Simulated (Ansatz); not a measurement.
## TaGe2N4 monolayer in a perpendicular field

Wanted: the out-of-plane response of the TaGe2N4 monolayer. A positive field points along +c.

Program: Ansatz 0.2.0. Level of theory: plane-wave DFT, PBE-D3(BJ), Ansatz PAW. Results are calculated unless marked as measured.

### 1. Set-up

The cell holds 7 atoms: 4 N, 2 Ge and 1 Ta. Cell: a = 3.020 Å, b = 3.020 Å, c = 46.204 Å, α = 90.0°, β = 90.0°, γ = 120.0°. Vacuum lies along c.

As a file:

```xyz
7
Lattice="3.0200 0.0000 0.0000 -1.5100 2.6154 0.0000 0.0000 0.0000 46.2038" Properties=species:S:1:pos:R:3
N     0.0000    0.0000   19.3000
Ge    0.0000    1.7436   19.8878
N     0.0000    1.7436   21.7278
Ta    0.0000    0.0000   23.1019
N     0.0000    1.7436   24.4760
Ge    0.0000    1.7436   26.3160
N     0.0000    0.0000   26.9038
```

### 2. Relaxation

The starting cell is a guess, so the in-plane lattice and the atoms are relaxed first, with the slab cut off from its images along the normal.

input.yaml

```yaml
crystal:
  lattice:
    - [3.02, 0.0, 0.0]
    - [-1.51, 2.6153967194, 0.0]
    - [0.0, 0.0, 46.2038125637]
  atoms:
    - { symbol: "N", position: [0.0, 0.0, 0.4177144467] }
    - { symbol: Ge, position: [0.3333333333, 0.6666666667, 0.4304355641] }
    - { symbol: "N", position: [0.3333333333, 0.6666666667, 0.4702591176] }
    - { symbol: Ta, position: [0.0, 0.0, 0.5], spin: 1.0 }
    - { symbol: "N", position: [0.3333333333, 0.6666666667, 0.5297408824] }
    - { symbol: Ge, position: [0.3333333333, 0.6666666667, 0.5695644359] }
    - { symbol: "N", position: [0.0, 0.0, 0.5822855533] }
  periodic: [true, true, false]
magnetization:
  spin_polarized: true
kpoints:
  mp_grid: { grid: [12, 12, 1] }
hamiltonian:
  xc: pbe
  dispersion: d3bj
scf:
  occupations: { method: fermi_dirac, width: 0.05 }
  convergence: { dr2_threshold: 1.0e-09 }
relax:
  f_tol: 0.004
  max_steps: 90
  cell: {}
output:
  write_potential: true
  write_density: true
  volumetric_format: npy
```

Command:

```sh
> ansatz run input.yaml --threads 4 --pin off --max-ram 6144MiB --backend cpu --events-out ev --progress --plain --runs-dir out
```

Numbers of over 12 decimals in the logs are rounded to 6 here.

The program printed:

```text
Warning: relax.cell: scf.convergence.dr2_threshold = 1e-9 eV is looser than the 2.25883531276e-10 eV advised for a relaxation that steers and ends on the stress (1e-10 eV for each atom of the cell: 7, times the square of relax.cell.stress_2d_tol = 0.05 N/m over 17.6 Å (the atoms' height at the walk's start and 5 Å past either face), 2.840e-2 GPa, over a crystal's default 0.05). What an SCF threshold leaves in a stress goes as its square root, and in the free energy as the threshold itself, and one threshold admits the most on a small cell: [figures from the program's tests cut] Set scf.convergence.dr2_threshold to 2.25883531276e-10 eV or tighter. [rest of the remark cut]
Engine: ansatz 0.2.0, aarch64-unknown-linux-gnu
Pseudopotentials: kind: paw
Pseudopotential: N, paw, valence charge 5, recommended cutoff 420 eV (normal), N.paw.azcp
Pseudopotential: Ge, paw, valence charge 14, recommended cutoff 420 eV (normal), Ge.paw.azcp
Pseudopotential: Ta, paw, valence charge 13, recommended cutoff 420 eV (normal), Ta.paw.azcp
Functional definition: PBE
  parameter kappa = 0.804
  parameter beta = 0.066725
  exchange = pbe_x(kappa = kappa, mu = beta*pi^2/3)
  correlation = pbe_c(beta = beta)
Crystal: 7 atoms, lattice volume = 364.941 Å³
Basis set: ecut = 420 eV, 7007 PW (Γ), exchange–correlation on 48×48×640 points (8 copies of the dense FFT grid, shifted against one another)
Bands: 38, of which v1, the nominal top of the filled ones, is band 31 counted from 1 (30 counted from 0)
Symmetry: 12 space group operations
Space group: P-6m2 (ITA 187), of the structure as read, at distance tolerance 7.1e-5 Å
Magnetic group: BNS 187.209 (UNI 1439), of the structure as read, at distance tolerance 7.1e-5 Å
k-points: 19 of 144 (time reversal used)
Non-local potential: N, projectors of the file, l = 0: 2, l = 1: 2, l = 2: 1
Non-local potential: Ge, projectors of the file, l = 0: 2, l = 1: 2, l = 2: 3, l = 3: 1
Non-local potential: Ta, projectors of the file, l = 0: 3, l = 1: 2, l = 2: 2, l = 3: 1
PAW form: soft (Blöchl's): semilocal exchange-correlation on the pseudo side does not see the compensation charge
PAW one-centre angular grid: N, 110 points (default); XC on 64 Gauss nodes
PAW one-centre angular grid: Ge, 590 points (default); XC on 64 Gauss nodes
PAW one-centre angular grid: Ta, 590 points (default); XC on 64 Gauss nodes
Initial density: superposition of atomic densities (neutral atoms: chi_scale 0, normalization atom)
Starting moments: Σ|m| = 1 μB on 1 of 7 sites
Initial wavefunctions: pseudopotential atomic-orbital guess
Functional: x = pbe(κ = 0.804, μ = 0.219515), c = pbe(β = 0.066725)
SCF iter   1: F=—  HF=-20068.775146 eV  |F-HF|=—  |Δ(HF+E_count)|=         —  Δρ=3.99e-2 (↑3.99e-2 ↓3.95e-2)  dr2=2.66e1  dr2_m=4.07e-2  M=0.799 μB ∫|m|=0.825 μB  β_m=0.30  ethr=3.10e-3  ⟨swp⟩=13.2  Hψ=9727  notcnv=0
Mixer restart at iter 1: flushing history
preconditioner: auto → LDOS  [metal: Δε(μ)=0.081 eV  Ē_g=17.992 eV  σ=0.050 eV  W_gap=0.38  n_scr=28 (ndim 8)  ℏωp=14.2 eV  f_vac=0.757  D(μ)=1.55/eV (n_scr^D=12)]
spin=Collinear: LDOS preconditioning applied to the charge; magnetization (m = ρ↑ − ρ↓) channel mixes plain (no charge-response kernel on spin).
SCF iter   2: F=—  HF=-20062.542940 eV  |F-HF|=—  |Δ(HF+E_count)|=    6.23e0  Δρ=1.67e-2 (↑1.67e-2 ↓1.66e-2)  dr2=4.66e0  dr2_m=1.93e-2  M=0.748 μB ∫|m|=0.785 μB  β_m=0.39  ethr=3.10e-3  ⟨swp⟩=4.7  Hψ=3999  notcnv=0  defer=76
SCF iter   3: F=—  HF=-20061.549662 eV  |F-HF|=—  |Δ(HF+E_count)|=   9.93e-1  Δρ=6.40e-3 (↑6.40e-3 ↓6.40e-3)  dr2=3.91e-1  dr2_m=5.33e-3  M=0.694 μB ∫|m|=0.728 μB  β_m=0.54  ethr=3.10e-3  ⟨swp⟩=3.9  Hψ=3068  notcnv=0  defer=75
SCF iter   4: F=—  HF=-20061.548442 eV  |F-HF|=—  |Δ(HF+E_count)|=   1.22e-3  Δρ=1.77e-3 (↑1.77e-3 ↓1.64e-3)  dr2=3.37e-2  dr2_m=9.92e-4  M=0.647 μB ∫|m|=0.671 μB  β_m=0.64  ethr=6.40e-4  ⟨swp⟩=3.4  Hψ=3069  notcnv=0  defer=72
SCF iter   5: F=—  HF=-20061.553963 eV  |F-HF|=—  |Δ(HF+E_count)|=         —  Δρ=8.26e-4 (↑8.26e-4 ↓6.32e-4)  dr2=1.81e-3  dr2_m=1.24e-3  M=0.578 μB ∫|m|=0.591 μB  β_m=0.64  ethr=5.53e-5  ⟨swp⟩=3.4  Hψ=3368  notcnv=0  defer=73
SCF iter   6: F=—  HF=-20061.554862 eV  |F-HF|=—  |Δ(HF+E_count)|=   8.99e-4  Δρ=4.61e-4 (↑4.61e-4 ↓3.93e-4)  dr2=3.45e-4  dr2_m=4.76e-4  M=0.559 μB ∫|m|=0.569 μB  β_m=0.82  ethr=2.97e-6  ⟨swp⟩=3.6  Hψ=3530  notcnv=0  defer=71
SCF iter   7: F=—  HF=-20061.555735 eV  |F-HF|=—  |Δ(HF+E_count)|=   8.73e-4  Δρ=1.88e-4 (↑1.76e-4 ↓1.88e-4)  dr2=1.41e-4  dr2_m=7.44e-5  M=0.538 μB ∫|m|=0.545 μB  β_m=0.73  ethr=5.65e-7  ⟨swp⟩=3.2  Hψ=3312  notcnv=0  defer=71
SCF iter   8: F=—  HF=-20061.555775 eV  |F-HF|=—  |Δ(HF+E_count)|=   4.00e-5  Δρ=7.26e-5 (↑5.66e-5 ↓7.26e-5)  dr2=7.26e-6  dr2_m=1.19e-5  M=0.527 μB ∫|m|=0.534 μB  β_m=0.87  ethr=2.30e-7  ⟨swp⟩=3.2  Hψ=3332  notcnv=0  defer=71
SCF iter   9: F=—  HF=-20061.555904 eV  |F-HF|=—  |Δ(HF+E_count)|=   1.29e-4  Δρ=3.04e-5 (↑2.08e-5 ↓3.04e-5)  dr2=2.82e-6  dr2_m=1.80e-6  M=0.519 μB ∫|m|=0.525 μB  β_m=0.93  ethr=1.19e-8  ⟨swp⟩=4.4  Hψ=3739  notcnv=0  defer=71
SCF iter  10: F=—  HF=-20061.555914 eV  |F-HF|=—  |Δ(HF+E_count)|=   9.85e-6  Δρ=1.34e-5 (↑1.05e-5 ↓1.34e-5)  dr2=1.20e-6  dr2_m=2.47e-7  M=0.515 μB ∫|m|=0.521 μB  β_m=0.93  ethr=4.61e-9  ⟨swp⟩=4.0  Hψ=3336  notcnv=0  defer=71
SCF iter  11: F=—  HF=-20061.555916 eV  |F-HF|=—  |Δ(HF+E_count)|=   2.90e-6  Δρ=5.62e-6 (↑4.43e-6 ↓5.62e-6)  dr2=3.52e-7  dr2_m=3.56e-8  M=0.514 μB ∫|m|=0.519 μB  β_m=0.88  ethr=1.96e-9  ⟨swp⟩=3.6  Hψ=3368  notcnv=0  defer=71
SCF iter  12: F=—  HF=-20061.555917 eV  |F-HF|=—  |Δ(HF+E_count)|=   8.70e-7  Δρ=1.86e-6 (↑1.86e-6 ↓1.63e-6)  dr2=3.45e-8  dr2_m=1.23e-9  M=0.513 μB ∫|m|=0.518 μB  β_m=0.75  ethr=5.76e-10  ⟨swp⟩=3.5  Hψ=3271  notcnv=0  defer=71
SCF iter  13: F=—  HF=-20061.555917 eV  |F-HF|=—  |Δ(HF+E_count)|=   4.95e-8  Δρ=6.25e-7 (↑5.49e-7 ↓6.25e-7)  dr2=1.71e-9  dr2_m=4.02e-10  M=0.513 μB ∫|m|=0.518 μB  β_m=0.79  ethr=5.66e-11  ⟨swp⟩=3.9  Hψ=3355  notcnv=0  defer=71
SCF iter  14: F=-20061.555918 eV  HF=-20061.555917 eV  |F-HF|=2.36e-8  |Δ(HF+E_count)|=   6.68e-8  Δρ=2.45e-7 (↑1.63e-7 ↓2.45e-7)  dr2=1.82e-10  dr2_m=6.15e-11  M=0.513 μB ∫|m|=0.518 μB  ethr=1.64e-12  ⟨swp⟩=9.9  Hψ=12317  notcnv=0
SCF 1 converged in 14 iterations: F = -20061.555918 eV  dr2 = 1.82e-10
  greatest PAW one-centre occupation: 0.999 electrons in one spin orbital (limit 2), on the Ta atom at site 3 (counted from 0), in its partial waves of l = 0
[...]
relax step   7: F+E_penalty+E_count = -20062.08919160 eV  Δ(F+E_penalty+E_count) = -6.744e-3 eV  max|allowed force component| = 8.081e-4 eV/Å  Δτ_max = 0.0000 Å  P = +0.166 N/m  Ω = 373.823 Å³  fix = [c, alpha, beta]  reactions: c +0.000 N/m  stress off target by 1.66e-1 N/m on what of the cell is left free  SCF on the basis re-selected at this cell (its energy is not comparable with the rows above)  (7 SCF iters)
[...]
relax step   8: F+E_penalty+E_count = -20062.08908197 eV  Δ(F+E_penalty+E_count) = +1.096e-4 eV  max|allowed force component| = 5.447e-4 eV/Å  Δτ_max = 0.0004 Å  P = +0.007 N/m  Ω = 374.023 Å³  energy of the carried Pulay correction = -1.328e-4 eV  fix = [c, alpha, beta]  reactions: c +0.000 N/m  (7 SCF iters, accepted)
iter 1 solved again at ethr=8.91e-8 eV; its pass at ethr=3.10e-3 eV (dr2=5.43e-5 eV) is discarded
SCF iter   1: F=—  HF=-20062.087489 eV  |F-HF|=—  |Δ(HF+E_count)|=         —  Δρ=2.92e-5 (↑2.92e-5 ↓2.92e-5)  dr2=2.76e-7  dr2_m=1.05e-10  M=0.683 μB ∫|m|=0.698 μB  β_m=0.65  ethr=8.91e-8  ⟨swp⟩=7.4  Hψ=17658  notcnv=0
spin=Collinear: LDOS preconditioning applied to the charge; magnetization (m = ρ↑ − ρ↓) channel mixes plain (no charge-response kernel on spin).
SCF iter   2: F=—  HF=-20062.088752 eV  |F-HF|=—  |Δ(HF+E_count)|=   1.26e-3  Δρ=1.02e-5 (↑1.02e-5 ↓1.02e-5)  dr2=4.00e-8  dr2_m=2.97e-11  M=0.683 μB ∫|m|=0.698 μB  β_m=0.61  ethr=4.53e-10  ⟨swp⟩=4.7  Hψ=4338  notcnv=0
SCF iter   3: F=—  HF=-20062.089161 eV  |F-HF|=—  |Δ(HF+E_count)|=   4.08e-4  Δρ=1.56e-6 (↑1.56e-6 ↓1.56e-6)  dr2=8.04e-9  dr2_m=9.55e-12  M=0.683 μB ∫|m|=0.698 μB  β_m=0.57  ethr=6.56e-11  ⟨swp⟩=4.5  Hψ=3591  notcnv=0  defer=1
iter 4 met the thresholds in force, and the SCF goes on: an eigenvalue changes by 0.25 meV, over its tolerance of 0.06 meV (output.eigenvalues, Limitations)
SCF iter   4: F=-20062.089187 eV  HF=-20062.089183 eV  |F-HF|=3.48e-6  |Δ(HF+E_count)|=   2.26e-5  Δρ=3.49e-7 (↑3.46e-7 ↓3.49e-7)  dr2=8.66e-10  dr2_m=4.58e-12  M=0.683 μB ∫|m|=0.698 μB  β_m=0.73  ethr=1.64e-12  ⟨swp⟩=17.8  Hψ=14942  notcnv=0
iter 5 met the thresholds in force, and the SCF goes on: an eigenvalue changes by 0.22 meV, over its tolerance of 0.05 meV (output.eigenvalues, Limitations)
SCF iter   5: F=-20062.089187 eV  HF=-20062.089186 eV  |F-HF|=1.82e-7  |Δ(HF+E_count)|=   3.30e-6  Δρ=6.82e-8 (↑6.82e-8 ↓6.53e-8)  dr2=5.44e-11  dr2_m=1.24e-12  M=0.683 μB ∫|m|=0.698 μB  β_m=1.00  ethr=1.42e-12  ⟨swp⟩=9.3  Hψ=10232  notcnv=0
Mixer restart at iter 5: flushing history
SCF iter   6: F=-20062.089187 eV  HF=-20062.089187 eV  |F-HF|=7.31e-10  |Δ(HF+E_count)|=   1.82e-7  Δρ=1.18e-7 (↑1.15e-7 ↓1.18e-7)  dr2=5.10e-10  dr2_m=5.57e-13  M=0.683 μB ∫|m|=0.698 μB  ethr=1.00e-12  ⟨swp⟩=9.3  Hψ=10203  notcnv=0
SCF 9 converged in 6 iterations: F = -20062.089187 eV  dr2 = 5.10e-10
relax step   9: F+E_penalty+E_count = -20062.08918660 eV  Δ(F+E_penalty+E_count) = -1.046e-4 eV  max|allowed force component| = 5.443e-4 eV/Å  Δτ_max = 0.0000 Å  P = +0.009 N/m  Ω = 374.023 Å³  fix = [c, alpha, beta]  reactions: c +0.000 N/m  stress off target by 8.61e-3 N/m on what of the cell is left free  SCF on the basis re-selected at this cell (its energy is not comparable with the rows above)  (6 SCF iters)
basis re-selected at this cell: Δ(F+E_penalty+E_count) = -1.046e-4 eV, ΔP = +0.001 N/m vs the last step (what re-selecting the basis moved, of the pressure what is left beyond the Pulay correction that the steps carried, after the strain that the cell walked since its last selection, with what the two solves' SCF thresholds leave and, on support functions, any second-order correction that the steps lacked; it is no m [...]
WARN: The output density's exchange-correlation potential varies sharply where the density is thin. Do not read a vacuum level from v_tot or v_xc, or from such a field of the output density. On a cell that repeats whose density bears no net charge and no dipole along the vacuum's axis use v_es (v_loc + v_h of the components); under efield.dipole_correction with no amplitude use v_es + v_field, which holds any externa [...]
SCF converged after 6 iterations
an eigenvalue changed by more than its tolerance at an iteration that met the thresholds in force, so the SCF went on 2 times, its first undamped step at iteration 5: the last check found none over its tolerance
Magnetization: 0.6826 μB (30.8413 up, 30.1587 down)
Absolute magnetization: 0.6979 μB (∫|ρ↑−ρ↓|, with the PAW one-centre terms)
Spin contamination: 0.0024 ħ² per cell (⟨S²⟩ above its minimum at these occupations)
Per-site moments (μB) at R_I (Å): [(0.00619509, 0.770879), (0.00272534, 0.770879), (0.00726969, 0.773662), (0.240826, 0.885139), (0.00726969, 0.773662), (0.00272534, 0.770879), (0.00619509, 0.770879)]
Free energy (F): -20062.089187 eV
Harris-Foulkes:  -20062.089187 eV  (|F-HF|=7.31e-10)
Internal energy: -20062.072312 eV  (E = F + TS)
E sigma→0 (E₀):  -20062.080749 eV
Entropy (-TS):   -0.016874 eV (-2.411 meV/atom)
Fermi energy:    -5.424367 eV
--- Per-component energies (eV) ---
  E_band       = -1431.278121
  E_kinetic    = 1113.683308
  E_local      = -358640.751635  (includes V_loc(G=0)·N_el)
  E_nonlocal   = 1043.492011
  E_hartree    = 178260.309082
  E_xc         = -609.667837
  E_vxc        = -638.856417  (∫ρ·V_xc dr)
  E_paw        = -12954.050206  (= ΣΔE_a)
  E_vpaw       = -829.459185  (= ΣTr[D̂ρ^β])
  E_aug_tail   = 0.001140  (compensation charges beyond the density's cutoff)
  E_ewald      = 171726.579614
  E_disp       = -1.667790  (pairwise vdW)
  E_smearing   = -0.016874  (= −TS)
  E_closure    = 0.000000  (closes the sum)
  Σ components = -20062.089187   (vs F -20062.089187, Δ=0.00e0)
--- Forces (eV/Å), atoms counted from 1 ---
  atom   1  N     -0.00000000    -0.00000000    -0.00002910
  atom   2  Ge     0.00000000     0.00000000     0.00054426
  atom   3  N     -0.00000000    -0.00000000    -0.00020682
  atom   4  Ta    -0.00000000    -0.00000000     0.00000000
  atom   5  N     -0.00000000    -0.00000000     0.00020682
  atom   6  Ge     0.00000000     0.00000000    -0.00054426
  atom   7  N     -0.00000000    -0.00000000     0.00002910
  max |Σ_I F_I| component: 1.81e-15 eV/Å
--- 2D stress c σ (N/m, compression-positive) ---
        0.008610       0.000000       0.000000
        0.000000       0.008610       0.000000
        0.000000       0.000000       0.000000
  P = ½ c Tr σ = 0.0086 N/m
--- Band table (eV; the first three rows and the last of 38) ---
  k-point 0 ↑: bands = [... 27 lower, -7.7853, -7.7853, -7.3304, -5.2785, -3.7574, -3.1577, -1.7117, -1.7077, ... 3 higher]
  k-point 1 ↑: bands = [... 27 lower, -7.9762, -7.9039, -7.1864, -5.0250, -3.4033, -3.3541, -1.7014, -1.5415, ... 3 higher]
  k-point 2 ↑: bands = [... 27 lower, -8.2441, -8.2068, -7.2226, -5.1714, -3.2726, -2.8533, -1.6650, -1.1833, ... 3 higher]
  k-point 18 ↓: bands = [... 27 lower, -9.1113, -7.7695, -7.1342, -4.7404, -2.5049, -1.2066, -1.0709, -0.3807, ... 3 higher]
  the weakly bound empty levels are not read free of the cell's end (no_gap_told)
--- Relaxed structure (7 steps of the walk, 7 accepted, 2 SCFs on fresh bases) ---
  F+E_penalty+E_count = -20062.08918660 eV   max|allowed force component| = 5.443e-4 eV/Å   (the final SCF, on the basis selected at the relaxed cell)
  cell:  # Å, volume = 374.0226 Å³
    - [3.057347, 0, 0.0]
    - [-1.528673, 2.647740, 0.0]
    - [0.0, 0.0, 46.2038125637]
  atoms:
    - { symbol: N, position: [1.0573552618554993e-17, -5.135725556199063e-17, 0.419718] }
    - { symbol: Ge, position: [0.333333, 0.666667, 0.433000] }
    - { symbol: N, position: [0.333333, 0.666667, 0.473593] }
    - { symbol: Ta, position: [1.057355261855499e-17, -5.1357255561990646e-17, 0.5] }
    - { symbol: N, position: [0.333333, 0.666667, 0.526407] }
    - { symbol: Ge, position: [0.333333, 0.666667, 0.567000] }
    - { symbol: N, position: [1.0573552618554987e-17, -5.135725556199064e-17, 0.580282] }
```

Elapsed: 5.2 min, on 4 threads of Arm Neoverse N1, shared host; peak memory 1 GiB.

The steps of the relaxation:

```
step  energy less that of the first step (eV)  largest force component (eV/Å)  volume (Å³)
   1                                   0.0000                          3.3741       364.94
   2                                  -0.4696                          0.8523       372.05
   3                                  -0.5238                          0.2275       373.29
   4                                  -0.5264                          0.0509       373.56
   5                                  -0.5265                          0.0043       373.83
   6                                  -0.5265                          0.0005       373.82
  7*                                  -0.5333                          0.0008       373.82
   8                                  -0.5332                          0.0005       374.02
  9*                                  -0.5333                          0.0005       374.02
```

Relaxation steps marked * repeat the geometry before them on a plane-wave basis chosen anew for their cell, so energy and pressure can jump there.

The run keeps the 12 symmetry operations that it works with, so distortions that break them were not tested.

| cell as run | before | after | change |
| --- | --- | --- | --- |
| a (Å) | 3.020 | 3.057 | +1.2 % |
| b (Å) | 3.020 | 3.057 | +1.2 % |

The atoms that moved most (Å, along periodic axes as changes of fractional coordinates times the final cell, across vacuum about the mean position):

```
atom     dx     dy      dz  length
  N5  0.000  0.000  -0.154   0.154
  N3  0.000  0.000   0.154   0.154
 Ge2  0.000  0.000   0.119   0.119
 Ge6  0.000  0.000  -0.119   0.119
  N7  0.000  0.000  -0.093   0.093
  N1  0.000  0.000   0.093   0.093
```

The relaxed structure:

```xyz
7
Lattice="3.0573 0.0000 0.0000 -1.5287 2.6477 0.0000 0.0000 0.0000 46.2038" Properties=species:S:1:pos:R:3
N     0.0000    0.0000   19.3926
Ge    0.0000    1.7652   20.0063
N     0.0000    1.7652   21.8818
Ta    0.0000    0.0000   23.1019
N     0.0000    1.7652   24.3220
Ge    0.0000    1.7652   26.1975
N     0.0000    0.0000   26.8112
```

Numbers from this step:

| Property | Result |
| --- | --- |
| energy at zero smearing | -20062.0807 eV |
| total moment | 0.6826 μB |
| site moments | 0.006195, 0.002725, 0.007270, 0.2408, 0.007270, 0.002725, 0.006195 μB |

Site moment by atom:

```
atom  site moment (μB)
  N1             0.006
 Ge2             0.003
  N3             0.007
 Ta4             0.241
  N5             0.007
 Ge6             0.003
  N7             0.006
```

The lattice constant a goes from 3.020 to 3.057 Å.

[end of part 1 of 3]

[Logs are printed without paths, hosts, clocks, repeated set-up lines and the standing remarks that a program may print on its own settings, such as how far it seeks lower states.]

[Hosts, paths, dates, database ids (printed as entryN), source tags and the programs' standing remarks are cut or masked in the printed files.]

[Maps of the electrostatic potential energy from Ansatz leave out the sawtooth potential of an applied field or a dipole correction, so their vacuum need not be flat; planar profiles and work functions include it.]
